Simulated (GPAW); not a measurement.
# Near-edge structure at the Pd L₃ edge of Pd (Palladium, Fm-3m)

Aim: the dependence of the Pd L₃ near-edge features of Pd (Palladium, Fm-3m) on volume.

Program: GPAW 26.7.0. Level of theory: X-ray absorption from dipole matrix elements to empty bands, plane-wave PAW LDA. Results are calculated unless marked as measured.

Most raw output is cut from this account.

### Step 1. The structure

Symmetry: Fm-3m, No. 225, cubic system. Conventional cell: a = 3.893 Å, b = 3.893 Å, c = 3.893 Å, α = 90.00°, β = 90.00°, γ = 90.00°. Nearest to Pd lie 12 Pd at 2.75 Å.

### Step 2. The field without a hole

The ground state comes first: it tells whether the system has a gap, which decides how the excited electron is treated.

Input file scf.py:

```python
import numpy as np
from ase import Atoms
from ase.parallel import parprint, paropen
from gpaw import GPAW, PW, FermiDirac, Mixer, MixerDif, setup_paths
from gpaw.test import gen
setup_paths.insert(0, '.')
gen('Pd', name='nch2p', xcname='LDA', corehole=(2, 1, 0), write_xml=True)
from gpaw.mpi import world
world.barrier()

atoms = Atoms('Pd',
    cell=[[0, 1.9465, 1.9465],
     [1.9465, 0, 1.9465],
     [1.9465, 1.9465, 0]],
    scaled_positions=[[0, 0, 0]],
    pbc=True)
atoms.calc = calc = GPAW(legacy_gpaw=True, mode=PW(430), xc='LDA', setups={0: 'nch2p'},
    kpts={'size': (11, 11, 11), 'gamma': True}, occupations=FermiDirac(0.05),
    charge=0, mixer=Mixer(0.1, 5, 50), maxiter=150,
    convergence={'density': 0.0001}, txt='scf.txt')
energy = atoms.get_potential_energy() + calc.get_reference_energy()
ef = calc.get_fermi_level()
out = dict(energy=energy, fermi=ef, forces=atoms.get_forces().tolist())
parprint(f'all-electron energy {energy:.4f} eV, Fermi level {ef:.4f} eV')
ev = np.array([[calc.get_eigenvalues(k, s) for k in range(len(calc.get_ibz_k_points()))] for s in range(calc.get_number_of_spins())])
out['homo'], out['lumo'], out['counts'] = ev[ev < ef].max(), ev[ev > ef].min(), sorted(set((ev < ef).sum((0, 2)).tolist()))
out['filled'] = (ev[:, 0] < ef).sum(1).tolist()
import json
with paropen('out.json', 'w') as f:
    json.dump(out, f)
```

Command:

```sh
$ OMP_NUM_THREADS=1 mpirun -n 2 gpaw python scf.py
```

Run time: 6.7 s. Hardware: 2 MPI ranks of Arm Neoverse V2, shared host; peak memory 0.15 GiB.

The mesh shows no gap, so the system is treated as a metal and the core electron is put at the Fermi level (neutral cell).

### Step 3. Supercell without a hole, the energy reference

The photon energy needs a difference of total energies, so the cell and mesh of the coming hole run are first run without a hole.

Changes to scf.py since step 2:

```diff
@@ -10,10 +10,17 @@
 
-atoms = Atoms('Pd',
-    cell=[[0, 1.9465, 1.9465],
-     [1.9465, 0, 1.9465],
-     [1.9465, 1.9465, 0]],
-    scaled_positions=[[0, 0, 0]],
+atoms = Atoms('Pd8',
+    cell=[[0, 3.893, 3.893],
+     [3.893, 0, 3.893],
+     [3.893, 3.893, 0]],
+    scaled_positions=[[0, 0, 0],
+     [0, 0, 0.5],
+     [0, 0.5, 0],
+     [0.5, 0, 0],
+     [0, 0.5, 0.5],
+     [0.5, 0, 0.5],
+     [0.5, 0.5, 0],
+     [0.5, 0.5, 0.5]],
     pbc=True)
 atoms.calc = calc = GPAW(legacy_gpaw=True, mode=PW(430), xc='LDA', setups={0: 'nch2p'},
-    kpts={'size': (11, 11, 11), 'gamma': True}, occupations=FermiDirac(0.05),
+    kpts={'size': (6, 6, 6), 'gamma': True}, occupations=FermiDirac(0.1),
     charge=0, mixer=Mixer(0.1, 5, 50), maxiter=150,
```

It took 52 s on 2 MPI ranks; peak memory 0.26 GiB; 1.7 min of CPU time.

Reference energy: -1096826.192 eV with the cores included.

### Step 4. Spectrum with XCH, Pd atom 1

The holes are 5.5 Å apart. In GPAW the data set carries the hole's charge, so charge=0 means a charged cell and charge=-1 a neutral one. The excited electron is kept in the cell, where it fills the lowest empty states and screens the hole. After the field has converged, empty bands are computed with the density fixed and the dipole matrix elements are summed.

The absorber has 12 Pd at 2.75 Å (cuboctahedral, site symmetry m-3m).

Input file xas.py:

```python
import numpy as np
from ase import Atoms
from ase.parallel import parprint, paropen
from gpaw import GPAW, PW, FermiDirac, Mixer, MixerDif, setup_paths
from gpaw.test import gen
setup_paths.insert(0, '.')
gen('Pd', name='fch2p', xcname='LDA', corehole=(2, 1, 1), write_xml=True)
from gpaw.mpi import world
world.barrier()

atoms = Atoms('Pd8',
    cell=[[0, 3.893, 3.893],
     [3.893, 0, 3.893],
     [3.893, 3.893, 0]],
    scaled_positions=[[0, 0, 0],
     [0, 0, 0.5],
     [0, 0.5, 0],
     [0.5, 0, 0],
     [0, 0.5, 0.5],
     [0.5, 0, 0.5],
     [0.5, 0.5, 0],
     [0.5, 0.5, 0.5]],
    pbc=True)
atoms.calc = calc = GPAW(legacy_gpaw=True, mode=PW(430), xc='LDA', setups={0: 'fch2p'},
    kpts={'size': (6, 6, 6), 'gamma': True}, occupations=FermiDirac(0.1),
    charge=-1, mixer=Mixer(0.1, 5, 50), maxiter=150,
    convergence={'density': 0.0001}, txt='scf.txt')
energy = atoms.get_potential_energy() + calc.get_reference_energy()
ef = calc.get_fermi_level()
out = dict(energy=energy, fermi=ef, forces=atoms.get_forces().tolist())
parprint(f'all-electron energy {energy:.4f} eV, Fermi level {ef:.4f} eV')
ev = np.array([[calc.get_eigenvalues(k, s) for k in range(len(calc.get_ibz_k_points()))] for s in range(calc.get_number_of_spins())])
out['homo'], out['lumo'], out['counts'] = ev[ev < ef].max(), ev[ev > ef].min(), sorted(set((ev < ef).sum((0, 2)).tolist()))
out['filled'] = (ev[:, 0] < ef).sum(1).tolist()

from ase.units import Ha
from gpaw.xas import dipole_matrix_elements
nb = int(calc.get_number_of_electrons() / 2) + 113
top, nb = nb, nb + 8 + nb // 12
nscf = calc.fixed_density(kpts={'size': (6, 6, 6), 'gamma': True}, nbands=nb,
    convergence={'bands': top, 'eigenstates': 1e-5}, maxiter=60, txt='nscf.txt')
cell = atoms.cell.array
ops = [cell.T @ U.T @ np.linalg.inv(cell.T) for U in nscf.wfs.kd.symmetry.op_scc]
E = np.arange(-6, 34, 0.1)
fwhm = np.interp(E, [4, 25], [2.25, 3.5])
Y, X, zero, highest = 0, 0, 1e9, 1e9
for spin in range(nscf.get_number_of_spins()):
    wfs = nscf.wfs
    A = dipole_matrix_elements(wfs.setups[0])
    eps = np.zeros((wfs.kd.nibzkpts, nb))
    d = np.zeros((3, A.shape[1], wfs.kd.nibzkpts, nb), complex)
    for kpt in wfs.kpt_u:
        if kpt.s == spin and 0 in kpt.P_ani:
            eps[kpt.k] = kpt.eps_n * Ha
            d[:, :, kpt.k] = (kpt.weight * wfs.nspins / 2) ** 0.5 * np.inner(A, kpt.P_ani[0])
    world.sum(eps)
    world.sum(d)
    T = np.einsum('amkn,bmkn->abkn', d, d.conj()).real
    T = sum(np.einsum('ai,ijkn,bj->abkn', R, T, R) for R in ops) / len(ops)
    empty = eps > ef
    zero, highest = min(zero, eps[empty].min()), min(highest, eps[:, top - 1].min())
    lines = [(eps, T, empty)] if spin == 0 else lines + [(eps, T, empty)]
for eps, T, empty in lines:
    f = np.einsum('aakn->akn', T).reshape(3, -1)
    x = eps.ravel() - zero
    w = np.interp(x, E, fwhm) / 2.35482
    g = np.exp(-0.5 * ((E[:, None] - x) / w) ** 2) / (w * (2 * np.pi) ** 0.5)
    Y = Y + (f * empty.ravel()) @ g.T
    X = X + (f * ~empty.ravel()) @ g.T
out.update(E=E.round(2).tolist(), xas=Y.tolist(), xes=X.tolist(), zero=zero, valid=highest - zero, nk=len(eps), nb=nb)
for i in range(0, len(E), 10):
    parprint(f'{E[i]:7.2f}', *(f'{v:10.3e}' for v in Y[:, i]))
import json
with paropen('out.json', 'w') as f:
    json.dump(out, f)
```

Command:

```sh
$ OMP_NUM_THREADS=1 mpirun -n 2 gpaw python xas.py
```

Elapsed: 2.7 min, on 2 MPI ranks; peak memory 0.37 GiB; 5.3 min of CPU time.

The Pd L₃ spectrum, Pd atom 1, excited-electron core hole (neutral cell) (energy from the lowest empty level; intensity scaled to a mean of 1 over the first 20 eV):

| E (eV) | intensity |
| --- | --- |
| -2.0 | 0.01 |
| -1.0 | 0.09 |
| 0.0 | 0.35 |
| 1.0 | 0.66 |
| 2.0 | 0.80 |
| 3.0 | 0.78 |
| 4.0 | 0.74 |
| 5.0 | 0.67 |
| 6.0 | 0.69 |
| 7.0 | 0.87 |
| 8.0 | 0.98 |
| 9.0 | 0.98 |
| 10.0 | 1.06 |
| 11.0 | 1.24 |
| 12.0 | 1.35 |
| 13.0 | 1.37 |
| 14.0 | 1.37 |
| 15.0 | 1.34 |
| 16.0 | 1.27 |
| 17.0 | 1.14 |
| 18.0 | 0.99 |
| 19.0 | 0.94 |
| 20.0 | 1.07 |
| 21.0 | 1.22 |
| 22.0 | 1.19 |
| 23.0 | 0.98 |
| 24.0 | 0.84 |
| 25.0 | 0.93 |
| 26.0 | 1.19 |
| 27.0 | 1.44 |
| 28.0 | 1.54 |
| 29.0 | 1.49 |
| 30.0 | 1.33 |
| 31.0 | 1.12 |
| 32.0 | 0.94 |

Main maxima below 30 eV (height): 2.2 eV (0.80), 13.2 eV (1.37), 21.4 eV (1.24) and 28.2 eV (1.54). At an L edge the dipole rule selects empty d (and weakly s) states on the absorber, and this run shows no strong white line at the onset; the kept electron can fill the absorber's last d holes, so the method may weaken a line that a measurement shows.

The energy difference (zero at 3213 eV) isn't read as a photon energy: for so heavy an absorber the terms left out (core spin–orbit splitting, the hole's spin, the functional's error) amount to tens of eV or more.

### Step 5. Reference energy of the supercell

The cell changes for the next run, so it gets a reference energy of its own.

The cell differs from the one that the last finished run ended in (a 5.506 → 5.335 Å, b 5.506 → 5.335 Å, c 5.506 → 5.335 Å).

Changes to scf.py since step 3:

```diff
@@ -11,5 +11,5 @@
 atoms = Atoms('Pd8',
-    cell=[[0, 3.893, 3.893],
-     [3.893, 0, 3.893],
-     [3.893, 3.893, 0]],
+    cell=[[0, 3.77251986, 3.77251986],
+     [3.77251986, 0, 3.77251986],
+     [3.77251986, 3.77251986, 0]],
     scaled_positions=[[0, 0, 0],
```

Command:

```sh
$ OMP_NUM_THREADS=1 mpirun -n 2 gpaw python scf.py
```

Elapsed: 53 s, on 2 MPI ranks; peak memory 0.26 GiB; 1.8 min of CPU time.

Reference energy: -1096826.099 eV with the cores included.

### Step 6. Spectrum with XCH, Pd atom 1

Shorter bonds are expected to push antibonding states and scattering resonances up, and longer ones down; the cell is scaled to test that.

Changed against the first core-hole run: volume scale from 1 to 0.91.

Changes to xas.py since step 4:

```diff
@@ -11,5 +11,5 @@
 atoms = Atoms('Pd8',
-    cell=[[0, 3.893, 3.893],
-     [3.893, 0, 3.893],
-     [3.893, 3.893, 0]],
+    cell=[[0, 3.77251986, 3.77251986],
+     [3.77251986, 0, 3.77251986],
+     [3.77251986, 3.77251986, 0]],
     scaled_positions=[[0, 0, 0],
@@ -37,3 +37,3 @@
 from gpaw.xas import dipole_matrix_elements
-nb = int(calc.get_number_of_electrons() / 2) + 113
+nb = int(calc.get_number_of_electrons() / 2) + 107
 top, nb = nb, nb + 8 + nb // 12
```

Command:

```sh
$ OMP_NUM_THREADS=1 mpirun -n 2 gpaw python xas.py
```

Elapsed: 2.6 min, on 2 MPI ranks; peak memory 0.36 GiB; 5.3 min of CPU time.

| E (eV) | first run | this run |
| --- | --- | --- |
| -2.0 | 0.01 | 0.01 |
| -1.0 | 0.09 | 0.08 |
| 0.0 | 0.35 | 0.34 |
| 1.0 | 0.66 | 0.65 |
| 2.0 | 0.80 | 0.79 |
| 3.0 | 0.78 | 0.79 |
| 4.0 | 0.74 | 0.74 |
| 5.0 | 0.67 | 0.68 |
| 6.0 | 0.69 | 0.61 |
| 7.0 | 0.87 | 0.70 |
| 8.0 | 0.98 | 0.92 |
| 9.0 | 0.98 | 0.99 |
| 10.0 | 1.06 | 0.97 |
| 11.0 | 1.24 | 1.09 |
| 12.0 | 1.35 | 1.31 |
| 13.0 | 1.37 | 1.42 |
| 14.0 | 1.37 | 1.44 |
| 15.0 | 1.34 | 1.43 |
| 16.0 | 1.27 | 1.40 |
| 17.0 | 1.14 | 1.31 |
| 18.0 | 0.99 | 1.12 |
| 19.0 | 0.94 | 0.92 |
| 20.0 | 1.07 | 0.85 |
| 21.0 | 1.22 | 0.99 |
| 22.0 | 1.19 | 1.18 |
| 23.0 | 0.98 | 1.20 |
| 24.0 | 0.84 | 1.01 |
| 25.0 | 0.93 | 0.83 |
| 26.0 | 1.19 | 0.84 |
| 27.0 | 1.44 | 1.07 |
| 28.0 | 1.54 | 1.34 |
| 29.0 | 1.49 | 1.48 |
| 30.0 | 1.33 | 1.48 |
| 31.0 | 1.12 | 1.35 |
| 32.0 | 0.94 | 1.15 |

Against the first run the r.m.s. difference is 13 %. A shift of +0.8 eV leaves 9 %. The highest intensity below 24 eV goes from 13.2 eV (1.37) to 14.2 eV (1.44).

The photon energy of the zero moves by +0.28 eV.

### Step 7. Supercell without a hole, the energy reference

The cell differs from the one that the last finished run ended in (a 5.335 → 5.560 Å, b 5.335 → 5.560 Å, c 5.335 → 5.560 Å).

Changes to scf.py since step 5:

```diff
@@ -11,5 +11,5 @@
 atoms = Atoms('Pd8',
-    cell=[[0, 3.77251986, 3.77251986],
-     [3.77251986, 0, 3.77251986],
-     [3.77251986, 3.77251986, 0]],
+    cell=[[0, 3.93154706, 3.93154706],
+     [3.93154706, 0, 3.93154706],
+     [3.93154706, 3.93154706, 0]],
     scaled_positions=[[0, 0, 0],
```

Command:

```sh
$ OMP_NUM_THREADS=1 mpirun -n 2 gpaw python scf.py
```

Wall time 54 s (2 MPI ranks); peak memory 0.26 GiB; 1.8 min of CPU time.

Reference energy: -1096825.948 eV with the cores included.

### Step 8. Spectrum with XCH, Pd atom 1

Changed against the first core-hole run: volume scale from 1 to 1.03.

Changes to xas.py since step 6:

```diff
@@ -11,5 +11,5 @@
 atoms = Atoms('Pd8',
-    cell=[[0, 3.77251986, 3.77251986],
-     [3.77251986, 0, 3.77251986],
-     [3.77251986, 3.77251986, 0]],
+    cell=[[0, 3.93154706, 3.93154706],
+     [3.93154706, 0, 3.93154706],
+     [3.93154706, 3.93154706, 0]],
     scaled_positions=[[0, 0, 0],
@@ -37,3 +37,3 @@
 from gpaw.xas import dipole_matrix_elements
-nb = int(calc.get_number_of_electrons() / 2) + 107
+nb = int(calc.get_number_of_electrons() / 2) + 115
 top, nb = nb, nb + 8 + nb // 12
```

Command:

```sh
$ OMP_NUM_THREADS=1 mpirun -n 2 gpaw python xas.py
```

The job ended after 2.7 min (2 MPI ranks; peak memory 0.38 GiB).

| E (eV) | first run | this run |
| --- | --- | --- |
| -2.0 | 0.01 | 0.01 |
| -1.0 | 0.09 | 0.09 |
| 0.0 | 0.35 | 0.34 |
| 1.0 | 0.66 | 0.66 |
| 2.0 | 0.80 | 0.79 |
| 3.0 | 0.78 | 0.78 |
| 4.0 | 0.74 | 0.73 |
| 5.0 | 0.67 | 0.67 |
| 6.0 | 0.69 | 0.72 |
| 7.0 | 0.87 | 0.91 |
| 8.0 | 0.98 | 0.98 |
| 9.0 | 0.98 | 0.98 |
| 10.0 | 1.06 | 1.09 |
| 11.0 | 1.24 | 1.26 |
| 12.0 | 1.35 | 1.34 |
| 13.0 | 1.37 | 1.35 |
| 14.0 | 1.37 | 1.34 |
| 15.0 | 1.34 | 1.30 |
| 16.0 | 1.27 | 1.22 |
| 17.0 | 1.14 | 1.10 |
| 18.0 | 0.99 | 0.98 |
| 19.0 | 0.94 | 0.99 |
| 20.0 | 1.07 | 1.14 |
| 21.0 | 1.22 | 1.24 |
| 22.0 | 1.19 | 1.13 |
| 23.0 | 0.98 | 0.92 |
| 24.0 | 0.84 | 0.86 |
| 25.0 | 0.93 | 1.03 |
| 26.0 | 1.19 | 1.31 |
| 27.0 | 1.44 | 1.51 |
| 28.0 | 1.54 | 1.55 |
| 29.0 | 1.49 | 1.45 |
| 30.0 | 1.33 | 1.26 |
| 31.0 | 1.12 | 1.05 |
| 32.0 | 0.94 | 0.90 |

The scaled spectrum changes by 4 % r.m.s. The highest intensity below 24 eV goes from 13.2 eV (1.37) to 13.0 eV (1.35).

The photon energy of the zero moves by -0.08 eV.

### Step 9. Reference energy of the supercell

The cell differs from the one that the last finished run ended in (a 5.560 → 5.614 Å, b 5.560 → 5.614 Å, c 5.560 → 5.614 Å).

Changes to scf.py since step 7:

```diff
@@ -11,5 +11,5 @@
 atoms = Atoms('Pd8',
-    cell=[[0, 3.93154706, 3.93154706],
-     [3.93154706, 0, 3.93154706],
-     [3.93154706, 3.93154706, 0]],
+    cell=[[0, 3.96935272, 3.96935272],
+     [3.96935272, 0, 3.96935272],
+     [3.96935272, 3.96935272, 0]],
     scaled_positions=[[0, 0, 0],
```

Command:

```sh
$ OMP_NUM_THREADS=1 mpirun -n 2 gpaw python scf.py
```

The job ended after 64 s (2 MPI ranks; peak memory 0.26 GiB).

Reference energy: -1096825.607 eV with the cores included.

### Step 10. Spectrum with XCH, Pd atom 1

Changed against the first core-hole run: volume scale from 1 to 1.06.

Changes to xas.py since step 8:

```diff
@@ -11,5 +11,5 @@
 atoms = Atoms('Pd8',
-    cell=[[0, 3.93154706, 3.93154706],
-     [3.93154706, 0, 3.93154706],
-     [3.93154706, 3.93154706, 0]],
+    cell=[[0, 3.96935272, 3.96935272],
+     [3.96935272, 0, 3.96935272],
+     [3.96935272, 3.96935272, 0]],
     scaled_positions=[[0, 0, 0],
@@ -37,3 +37,3 @@
 from gpaw.xas import dipole_matrix_elements
-nb = int(calc.get_number_of_electrons() / 2) + 115
+nb = int(calc.get_number_of_electrons() / 2) + 117
 top, nb = nb, nb + 8 + nb // 12
```

Command:

```sh
$ OMP_NUM_THREADS=1 mpirun -n 2 gpaw python xas.py
```

Run time: 2.9 min. Hardware: 2 MPI ranks; peak memory 0.39 GiB; 5.8 min of CPU time.

| E (eV) | first run | this run |
| --- | --- | --- |
| -2.0 | 0.01 | 0.01 |
| -1.0 | 0.09 | 0.08 |
| 0.0 | 0.35 | 0.34 |
| 1.0 | 0.66 | 0.65 |
| 2.0 | 0.80 | 0.79 |
| 3.0 | 0.78 | 0.77 |
| 4.0 | 0.74 | 0.73 |
| 5.0 | 0.67 | 0.68 |
| 6.0 | 0.69 | 0.76 |
| 7.0 | 0.87 | 0.93 |
| 8.0 | 0.98 | 0.97 |
| 9.0 | 0.98 | 0.99 |
| 10.0 | 1.06 | 1.12 |
| 11.0 | 1.24 | 1.27 |
| 12.0 | 1.35 | 1.32 |
| 13.0 | 1.37 | 1.33 |
| 14.0 | 1.37 | 1.31 |
| 15.0 | 1.34 | 1.26 |
| 16.0 | 1.27 | 1.18 |
| 17.0 | 1.14 | 1.06 |
| 18.0 | 0.99 | 0.98 |
| 19.0 | 0.94 | 1.05 |
| 20.0 | 1.07 | 1.20 |
| 21.0 | 1.22 | 1.23 |
| 22.0 | 1.19 | 1.05 |
| 23.0 | 0.98 | 0.88 |
| 24.0 | 0.84 | 0.91 |
| 25.0 | 0.93 | 1.14 |
| 26.0 | 1.19 | 1.41 |
| 27.0 | 1.44 | 1.55 |
| 28.0 | 1.54 | 1.54 |
| 29.0 | 1.49 | 1.40 |
| 30.0 | 1.33 | 1.20 |
| 31.0 | 1.12 | 1.01 |
| 32.0 | 0.94 | 0.89 |

The scaled spectrum changes by 8 % r.m.s. The highest intensity below 24 eV goes from 13.2 eV (1.37) to 12.8 eV (1.33).

The photon energy of the zero moves by -0.16 eV.

### Step 11. The volumes side by side

| volume | nearest distance (Å) | shift of the zero (eV) | maximum 1 (eV above own zero) | maximum 2 (eV above own zero) | maximum 3 (eV above own zero) | maximum 4 (eV above own zero) |
| --- | --- | --- | --- | --- | --- | --- |
| 0.91 | 2.668 | +0.28 | 2.4 | 14.2 | 22.6 | 29.4 |
| 1 | 2.753 | +0.00 | 2.2 | 13.2 | 21.4 | 28.2 |
| 1.03 | 2.780 | -0.08 | 2.2 | 13.0 | 21.0 | 27.8 |
| 1.06 | 2.807 | -0.16 | 2.2 | 12.8 | 20.6 | 27.4 |

The curves, each shifted by its zero's change so that they share one photon-energy axis, counted from the zero at V × 1:

| E (eV) | V × 0.91 | V × 1 | V × 1.03 | V × 1.06 |
| --- | --- | --- | --- | --- |
| -2.0 | 0.00 | 0.01 | 0.01 | 0.01 |
| -1.0 | 0.05 | 0.09 | 0.10 | 0.11 |
| 0.0 | 0.25 | 0.35 | 0.37 | 0.40 |
| 1.0 | 0.58 | 0.66 | 0.68 | 0.69 |
| 2.0 | 0.77 | 0.80 | 0.80 | 0.79 |
| 3.0 | 0.80 | 0.78 | 0.77 | 0.76 |
| 4.0 | 0.75 | 0.74 | 0.73 | 0.72 |
| 5.0 | 0.71 | 0.67 | 0.67 | 0.68 |
| 6.0 | 0.62 | 0.69 | 0.74 | 0.79 |
| 7.0 | 0.66 | 0.87 | 0.92 | 0.95 |
| 8.0 | 0.86 | 0.98 | 0.98 | 0.97 |
| 9.0 | 0.99 | 0.98 | 0.98 | 1.00 |
| 10.0 | 0.97 | 1.06 | 1.11 | 1.15 |
| 11.0 | 1.04 | 1.24 | 1.27 | 1.28 |
| 12.0 | 1.25 | 1.35 | 1.34 | 1.33 |
| 13.0 | 1.40 | 1.37 | 1.35 | 1.33 |
| 14.0 | 1.44 | 1.37 | 1.34 | 1.30 |
| 15.0 | 1.44 | 1.34 | 1.29 | 1.25 |
| 16.0 | 1.42 | 1.27 | 1.21 | 1.16 |
| 17.0 | 1.34 | 1.14 | 1.09 | 1.04 |
| 18.0 | 1.18 | 0.99 | 0.97 | 0.98 |
| 19.0 | 0.97 | 0.94 | 1.00 | 1.07 |
| 20.0 | 0.85 | 1.07 | 1.15 | 1.22 |
| 21.0 | 0.94 | 1.22 | 1.24 | 1.21 |
| 22.0 | 1.14 | 1.19 | 1.11 | 1.02 |
| 23.0 | 1.22 | 0.98 | 0.90 | 0.87 |
| 24.0 | 1.07 | 0.84 | 0.86 | 0.93 |
| 25.0 | 0.86 | 0.93 | 1.05 | 1.19 |
| 26.0 | 0.82 | 1.19 | 1.33 | 1.44 |
| 27.0 | 0.99 | 1.44 | 1.52 | 1.56 |
| 28.0 | 1.27 | 1.54 | 1.55 | 1.53 |
| 29.0 | 1.46 | 1.49 | 1.44 | 1.37 |
| 30.0 | 1.49 | 1.33 | 1.24 | 1.16 |
| 31.0 | 1.40 | 1.12 | 1.04 | 0.98 |
| 32.0 | 1.21 | 0.94 | 0.90 | 0.88 |

### Step 12. What came out

```json
{
  "absorber and edge": "Pd L₃, atom 1 of the ground-state input (counted from 1)",
  "surroundings": "12 Pd at 2.75 Å (cuboctahedral, site symmetry m-3m)",
  "highest intensity below 24 eV": "13.2 eV above the zero, height 1.37"
}
```

From V × 0.91 to V × 1.06 the nearest distance grows by 0.139 Å and the zero moves by -0.45 eV. Above their own zero, the maxima move from 2.4 to 2.2 eV, from 14.2 to 12.8 eV, from 22.6 to 20.6 eV and from 29.4 to 27.4 eV. The Pd L₃ edge of atom 1, with 12 Pd at 2.75 Å (cuboctahedral, site symmetry m-3m), has its highest intensity of the first 24 eV at 13.2 eV above the zero, 1.4 times the mean level of the first 20 eV (Gaussian full width 2.25 eV up to 4 eV, rising linearly to 3.5 eV at 25 eV). Only the L₃ part is meant: spin–orbit coupling of the core level isn't computed and the L₂ copy isn't added. The script folds with a Gaussian, whereas the core hole's own line is a Lorentzian, so the onset is too steep and the first peak too high. The holes are only 5.5 Å apart, so the shape is probably not converged with cell size; no larger cell was run here. Lifetime broadening is put in by hand, and intensities beyond about 20 eV depend on it and on the partial waves. The structure is a published determination, not relaxed.

[Logs are printed without paths, hosts, clocks, repeated set-up lines and the standing remarks that a program may print on its own settings, such as how far it seeks lower states.]

[Hosts, paths, dates, database ids (printed as entryN), source tags and the programs' standing remarks are cut or masked in the printed files.]

[Lists of maxima count a maximum above −3 eV only where it reaches 4 % of the highest in the window and stands out from its surroundings by 2 % of it (1.5 % where it reaches 55 %); shoulders and weaker maxima are passed over, and of the rest the first, up to two pre-edge ones and the few strongest are named.]
